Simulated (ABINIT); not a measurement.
## MgSnS3 (Pm-3m): zone-centre phonons

Aim: the zone-centre modes of MgSnS3 (Pm-3m).

Method: DFT LDA, scalar-relativistic, plane waves, HGH norm-conserving pseudopotentials, in ABINIT 10.8.3.

Most raw output is cut from this account.

The structure was built from a prototype and need not be the compound's stable phase.

**1. The starting structure**

The structure is cubic, space group Pm-3m (No. 221). Conventional cell: a = 4.959 Å, b = 4.959 Å, c = 4.959 Å, α = 90.00°, β = 90.00°, γ = 90.00°. Nearest to Mg lie 12 S at 3.51 Å. Nearest to Sn lie 6 S at 2.48 Å. S has 2 Sn at 2.48 Å nearest. Farther neighbours and most contacts between anions are not listed.

**2. A probe with smearing**

A first run with smearing and empty bands tells whether the crystal has a gap, which decides between fixed occupations and smearing later on.

Input file probe.abi:

```
# ground state
tolvrs 1.0d-08
prtden 1
prtwf 1

# basis, mesh and filling
ecut 38.0
ecutsm 3.0
ixc 7
ngkpt 4 4 4
nshiftk 1
shiftk 0.0 0.0 0.0
istwfk *1
occopt 7
tsmear 0.005
nband 19
nstep 100
diemac 9.0
prtebands 0
prtgsr 0
useylm 1

# cell and atoms
acell 9.370773907 9.370773907 9.370773907
rprim 
    1.0 0.0 0.0
    0.0 1.0 0.0
    0.0 0.0 1.0
ntypat 3
znucl 12 50 16
natom 5
typat 1 2 3 3 3
xred 
    0.0 0.0 0.0
    0.5 0.5 0.5
    0.5 0.5 0.0
    0.5 0.0 0.5
    0.0 0.5 0.5
pp_dirpath "./pseudo"
pseudos "Mg.hgh, Sn.hgh, S.hgh"
```

Started as:

```sh
$ OMP_NUM_THREADS=1 mpirun -n 4 abinit probe.abi > probe.log
```

The job ended after 16 s (4 MPI ranks of Arm Neoverse V1, shared host).

Numbers from this step:

```yaml
volume_per_atom: 24.39 Å³
pressure: -2.845 GPa
gap_on_the_k_mesh: 0 eV
```

No gap opens on this mesh, so smearing is kept.

**3. Rough relaxation**

The typed start is rough, so a first relaxation with smearing and loose thresholds takes it towards rest cheaply.

Input file prerelax.abi:

```
# relaxation
ionmov 2
optcell 2
dilatmx 1.15
chkdilatmx 0
ntime 40
tolmxf 3.0d-04
tolvrs 1.0d-10
prtwf 0
prtden 0
chksymtnons 0

# basis, mesh and filling
ecut 30.4
ecutsm 3.0
ixc 7
ngkpt 4 4 4
nshiftk 1
shiftk 0.0 0.0 0.0
istwfk *1
occopt 7
tsmear 0.005
nband 19
nstep 100
diemac 1000000.0
prtebands 0
prtgsr 0
useylm 1

# cell and atoms
acell 9.370773907 9.370773907 9.370773907
rprim 
    1.0 0.0 0.0
    0.0 1.0 0.0
    0.0 0.0 1.0
ntypat 3
znucl 12 50 16
natom 5
typat 1 2 3 3 3
xred 
    0.0 0.0 0.0
    0.5 0.5 0.5
    0.5 0.5 0.0
    0.5 0.0 0.5
    0.0 0.5 0.5
pp_dirpath "./pseudo"
pseudos "Mg.hgh, Sn.hgh, S.hgh"
```

Started as:

```sh
$ OMP_NUM_THREADS=1 mpirun -n 4 abinit prerelax.abi > prerelax.log
```

Run time: 64 s. Hardware: 4 MPI ranks; 4.3 min of CPU time.

Step by step:

```
step  energy less that of the first step (eV)  largest force (eV/Å)  volume (Å³)
   1                                   0.0000                0.0000       121.94
   2                                  -0.0172                0.0000       120.88
   3                                  -0.0548                0.0000       115.58
   4                                  -0.0551                0.0000       116.04
```

```
conventional cell, symmetrised  before  after  change
                         a (Å)   4.959  4.878  -1.6 %
                         b (Å)   4.959  4.878  -1.6 %
                         c (Å)   4.959  4.878  -1.6 %
              volume (Å³/atom)   24.39  23.21  -4.8 %
```

Final coordinates:

```cif
data_structure
_symmetry_space_group_name_H-M 'P 1'
_symmetry_Int_Tables_number 1
_cell_length_a 4.8776
_cell_length_b 4.8776
_cell_length_c 4.8776
_cell_angle_alpha 90.000
_cell_angle_beta 90.000
_cell_angle_gamma 90.000
_cell_volume 116.04
loop_
_atom_site_label
_atom_site_type_symbol
_atom_site_fract_x
_atom_site_fract_y
_atom_site_fract_z
_atom_site_occupancy
Mg1 Mg 0.00000 0.00000 0.00000 1
Sn2 Sn 0.50000 0.50000 0.50000 1
S3 S 0.50000 0.50000 0.00000 1
S4 S 0.50000 0.00000 0.50000 1
S5 S 0.00000 0.50000 0.50000 1
```

Read from the output:

* volume per atom: 23.21 Å³
* pressure: -0.01602 GPa

The volume changes by -4.8 % in this run and stands -4.8 % from the first cell.

**4. Relaxing the cell and atoms**

The harmonic expansion needs vanishing forces, and a free crystal bears no stress, so cell and atoms are brought to rest. Stress is more sensitive to the basis than forces are: the last 3 Ha under the cutoff are smoothed with ecutsm.

Input file relax.abi:

```
# relaxation
ionmov 2
optcell 2
dilatmx 1.08
ntime 40
tolmxf 1.0d-05
tolvrs 1.0d-14
prtwf 0
prtden 0
chksymtnons 0

# basis, mesh and filling
ecut 38.0
ecutsm 3.0
ixc 7
ngkpt 6 6 6
nshiftk 1
shiftk 0.0 0.0 0.0
istwfk *1
occopt 3
tsmear 0.01
nband 19
nstep 100
diemac 1000000.0
prtebands 0
prtgsr 0
useylm 1

# cell and atoms
acell 9.217309196 9.217309196 9.217309196
rprim 
    1.0 0.0 0.0
    0.0 1.0 0.0
    0.0 0.0 1.0
ntypat 3
znucl 12 50 16
natom 5
typat 1 2 3 3 3
xred 
    0.0 0.0 0.0
    0.5 0.5 0.5
    0.5 0.5 0.0
    0.5 0.0 0.5
    0.0 0.5 0.5
pp_dirpath "./pseudo"
pseudos "Mg.hgh, Sn.hgh, S.hgh"
```

Started as:

```sh
$ OMP_NUM_THREADS=1 mpirun -n 4 abinit relax.abi > relax.log
```

It took 2.3 min on 4 MPI ranks; 9.1 min of CPU time.

Step by step:

```
step  energy less that of the first step (eV)  largest force (eV/Å)  volume (Å³)
   1                                   0.0000                0.0000       116.04
   2                                  -0.0005                0.0000       116.22
   3                                  -0.0014                0.0000       116.97
   4                                  -0.0014                0.0000       116.98
```

```
conventional cell, symmetrised  before  after  change
                         a (Å)   4.878  4.891  +0.3 %
                         b (Å)   4.878  4.891  +0.3 %
                         c (Å)   4.878  4.891  +0.3 %
              volume (Å³/atom)   23.21  23.40  +0.8 %
```

Read from the output:

```yaml
volume_per_atom: 23.40 Å³
pressure: 4.64e-5 GPa
```

The volume changes by +0.8 % in this run and stands -4.1 % from the first cell.

**5. Self-consistent run for the response**

First-order wavefunctions inherit every error of the ground state, hence the very tight tolvrs. ecutsm is kept as in the relaxation, so that the cell stays at rest. Smearing stays on, as the first look found no gap above 0.3 eV.

Input file gs.abi:

```
# ground state
tolvrs 1.0d-16
prtden 1
prtwf 1

# basis, mesh and filling
ecut 38.0
ecutsm 3.0
ixc 7
ngkpt 6 6 6
nshiftk 1
shiftk 0.0 0.0 0.0
istwfk *1
occopt 3
tsmear 0.01
nband 19
nstep 100
diemac 1000000.0
prtebands 0
prtgsr 0
useylm 1

# cell and atoms
acell 9.24202028 9.24202028 9.24202028
rprim 
    1.0 0.0 0.0
    0.0 1.0 0.0
    0.0 0.0 1.0
ntypat 3
znucl 12 50 16
natom 5
typat 1 2 3 3 3
xred 
    0.0 0.0 0.0
    0.5 0.5 0.5
    0.5 0.5 0.0
    0.5 0.0 0.5
    0.0 0.5 0.5
pp_dirpath "./pseudo"
pseudos "Mg.hgh, Sn.hgh, S.hgh"
```

Started as:

```sh
$ OMP_NUM_THREADS=1 mpirun -n 4 abinit gs.abi > gs.log
```

It took 36 s on 4 MPI ranks.

Read from the output:

```yaml
pressure: 4.86e-5 GPa
```

The cell stands at 4.9e-5 GPa, close enough for phonons.

**6. Linear response at Γ**

At q = 0 one unit cell holds all displacements. The response is solved for single atoms along the cell's directions, and symmetry skips those that follow from others. The crystal is treated as a metal, which screens a static field, so no field response is asked.

Input file dfpt_gamma.abi:

```

# common to the responses
getwfk_filepath "gso_WFK"
kptopt 2
nqpt 1
qpt 0.0 0.0 0.0
asr 0
chneut 0

# displacements
rfphon 1
rfatpol 1 5
rfdir 1 1 1
tolvrs 1.0d-10
prtwf 0

# basis, mesh and filling
ecut 38.0
ecutsm 3.0
ixc 7
ngkpt 6 6 6
nshiftk 1
shiftk 0.0 0.0 0.0
istwfk *1
occopt 3
tsmear 0.01
nband 19
nstep 100
diemac 1000000.0
prtebands 0
prtgsr 0
useylm 1

# cell and atoms
acell 9.24202028 9.24202028 9.24202028
rprim 
    1.0 0.0 0.0
    0.0 1.0 0.0
    0.0 0.0 1.0
ntypat 3
znucl 12 50 16
natom 5
typat 1 2 3 3 3
xred 
    0.0 0.0 0.0
    0.5 0.5 0.5
    0.5 0.5 0.0
    0.5 0.0 0.5
    0.0 0.5 0.5
pp_dirpath "./pseudo"
pseudos "Mg.hgh, Sn.hgh, S.hgh"
```

Started as:

```sh
$ OMP_NUM_THREADS=1 mpirun -n 4 abinit dfpt_gamma.abi > dfpt_gamma.log
```

Wall time 5.6 min (4 MPI ranks); 22 min of CPU time.

This step gave:

| Item | Value |
| --- | --- |
| largest acoustic frequency at the zone centre before the sum rule | 2.43 cm⁻¹ |
| highest optical zone-centre mode (no LO-TO term) | 365.5 cm⁻¹ |
| lowest optical zone-centre mode | -194.2 cm⁻¹ |

The acoustic modes at Γ come out as far as 2.4 cm⁻¹ from zero, where they should vanish, a small numerical error. The lowest optical mode is imaginary, 194i cm⁻¹, an instability at this level and on this k mesh.

**7. Modes with the sum rule**

anaddb reads the merged derivatives and imposes the acoustic sum rule.

Input file anaddb.abi:

```
ddb_filepath "gamma_DDB"
output_file "anaddb.abo"
outdata_prefix "anaddb"
asr 1
chneut 1
enunit 2
eivec 1
nph1l 1
qph1l 0.0 0.0 0.0 1.0
```

Input file mrgddb.in:

```
gamma_DDB
merged
2
dfpt_gammao_DDB
gso_DDB
```

Started as:

```sh
$ mrgddb < mrgddb.in > mrgddb.log
$ OMP_NUM_THREADS=1 anaddb anaddb.abi > anaddb.log
```

The job ended after 0.52 s (1 thread).

No LO-TO term; unit eigenvectors of the mass-weighted matrix, from anaddb's displacements. The modes at Γ (shares of kinetic energy by element, %) (negative means imaginary):

```
mode  frequency (cm⁻¹)  symmetry  Mg %  Sn %  S %
   1            -194.2       T1u    62     1   37
   2            -194.2       T1u    62     1   37
   3            -194.2       T1u    62     1   37
   4            -168.0       T2u     0     0  100
   5            -168.0       T2u     0     0  100
   6            -168.0       T2u     0     0  100
   7             -37.3       T1u    28    37   35
   8             -37.3       T1u    28    37   35
   9             -37.3       T1u    28    37   35
  10               0.0  acoustic    10    50   40
  11               0.0  acoustic    10    50   40
  12               0.0  acoustic    10    50   40
  13             365.5       T1u     0    12   88
  14             365.5       T1u     0    12   88
  15             365.5       T1u     0    12   88
```

Displacements in mode 2 (-194.2 cm⁻¹), the largest set to 1:
```
Mg1  0.00  1.00  0.00
Sn2  0.00  0.07  0.00
S3   0.00 -0.48  0.00
S4   0.00 -0.05  0.00
S5   0.00 -0.48  0.00
```

Displacements in mode 14 (365.5 cm⁻¹), the largest set to 1:
```
Mg1  0.00 -0.03  0.00
Sn2  0.00 -0.20  0.00
S3   0.00 -0.12  0.00
S4   0.00  1.00  0.00
S5   0.00 -0.12  0.00
```

The rule moves no optical mode by more than 0.1 cm⁻¹.

**8. Sum rules set otherwise (asr 0)**

Without the rule the raw error of the acoustic modes shows.

anaddb.abi: that of step 7 with these lines changed.

```diff
@@ -3,4 +3,4 @@
 outdata_prefix "anaddb"
-asr 1
-chneut 1
+asr 0
+chneut 0
 enunit 2
```

mrgddb.in is that of step 7.

Elapsed: 0.51 s, on 1 thread.

Zone-centre frequencies as printed; negative means imaginary. Modes:

```
mode  frequency (cm⁻¹)
   1            -194.2
   2            -194.2
   3            -194.2
   4              -168
   5              -168
   6              -168
   7            -37.22
   8            -37.22
   9            -37.22
  10              2.43
  11              2.43
  12              2.43
  13             365.5
  14             365.5
  15             365.5
```

**9. Summary of results**

```json
{"space group after relaxation": "Pm-3m", "volume per atom": "23.4 Å³", "highest optical zone-centre mode (no LO-TO term)": "365.5 cm⁻¹", "lowest optical zone-centre mode": "-194.2 cm⁻¹", "imaginary optical modes at the zone centre (no q mesh in this session)": "yes"}
```

At the LDA level the optical modes of MgSnS3 (Pm-3m) at the zone centre run from 194i to 366 cm⁻¹, so the structure is a saddle point, with 9 modes beyond 10i cm⁻¹ there. These are harmonic frequencies: anharmonic shifts and widths and the lattice's thermal expansion are left out. The Fermi-Dirac smearing of 0.01 Ha is an electronic temperature of 3158 K, which adds a pressure of its own and can shift the volume and soft modes. The HGH files keep few electrons and have no core correction, which is cheap but rough for Mg and Sn. In a metal the frequencies hang on the k mesh and the smearing, most of all near Kohn anomalies. The structure is a hypothetical one, built on a prototype.

[Host names and launcher messages were left out of these logs when they were recorded.]

[Logs are printed without paths, hosts, clocks, repeated set-up lines and the standing remarks that a program may print on its own settings, such as how far it seeks lower states.]

[Hosts, paths, dates, database ids (printed as entryN), source tags and the programs' standing remarks are cut or masked in the printed files.]
